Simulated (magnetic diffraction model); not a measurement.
## Moment size from magnetic intensity in K4MnF6

Space group R-3c (no. 167), a = 10.6280 Å, c = 13.0640 Å.

```
site  atom       x       y       z
  6b    Mn     1/3     2/3     1/6
 18e     K  0.0479     1/3  0.0833
  6a     K     1/3     2/3  0.4167
 36f     F  0.5227  0.6959  0.2682
```

The compound is invented for this exercise: a known structure type with other elements, its cell scaled to their sizes and not relaxed.

Only Mn is taken to order (form factors of Mn2+); orders and moment sizes are assumed, and not adapted to the symmetry. Radiation: neutrons of λ = 2.36 Å, 2° to 60°; isotropic B of 0.67 Å² (Mn), 0.67 Å² (K) and 1 Å² (F). Simulated constant-wavelength pattern: nuclear and magnetic terms add, the magnetic one as |2.695 fm × Σ f S⊥ exp(2πi Q·r) exp(−B s²)|², summed over all Q at one angle with the factor 1/(sin²θ cos θ). For a modulated order the moment at position r is S exp(−2πi k·r) + c.c., with S = m/2 for a sine wave of amplitude m and S = m(u + iv)/2 for moments turning in a plane, u and v being orthogonal unit vectors in it; the phase factor of the sum at Q = H + k is then exp(2πi H·r). Free-ion form factors, Sears's scattering lengths of 1992, no absorption; a label names one of the reflections at its angle. The strongest nuclear line in the range is 100, and lines under 0.2 are left out.

In a first state the assumed order is k = (1/3 1/3 0), moments turning in the plane of [100] and [010], 4.59 μB on Mn; signs + at (1/3, 2/3, 1/6), + at (0, 0, 0), with this pattern:

| 2θ (°) | index | nuclear | magnetic |
| --- | --- | --- | --- |
| 8.49 | (1/3 1/3 0) | 0.0 | 59.9 |
| 17.03 | (2/3 2/3 0) | 0.0 | 14.1 |
| 22.52 | (-1/3 2/3 2) | 0.0 | 28.4 |
| 22.59 | (5/3 -4/3 0) | 0.0 | 15.2 |
| 25.66 | (1 1 0) | 1.9 | 0.0 |
| 27.01 | (4/3 -2/3 2) | 0.0 | 16.1 |
| 30.90 | (1/3 4/3 2) | 0.0 | 21.3 |
| 30.96 | (7/3 -2/3 0) | 0.0 | 7.3 |
| 34.44 | (4/3 4/3 0) | 0.0 | 2.8 |
| 36.56 | (2 0 2) | 10.5 | 0.0 |
| 37.60 | (2/3 5/3 2) | 0.0 | 11.7 |
| 37.65 | (8/3 -1/3 0) | 0.0 | 4.4 |
| 40.59 | (-4/3 8/3 2) | 0.0 | 4.6 |
| 41.02 | (1 1 3) | 0.4 | 0.0 |
| 41.10 | (2 1 1) | 19.0 | 0.0 |
| 43.28 | (2/3 -1/3 4) | 0.0 | 6.0 |
(The table stops after 16 lines; 23 more lie at higher angle.)

**Question.** Nearer the ordering temperature the line at 8.49° has total intensity 29.3 on the same scale, and all moments have shrunk alike. How large is the Mn moment?

The nuclear part, 0.0, stays, so the magnetic part is 29.3 against 59.9. It goes as m², so m = 4.59 × √(29.3/59.9) = 3.21 μB; the value used was 3.21 μB.

[Logs are printed without paths, hosts, clocks, repeated set-up lines and the standing remarks that a program may print on its own settings, such as how far it seeks lower states.]
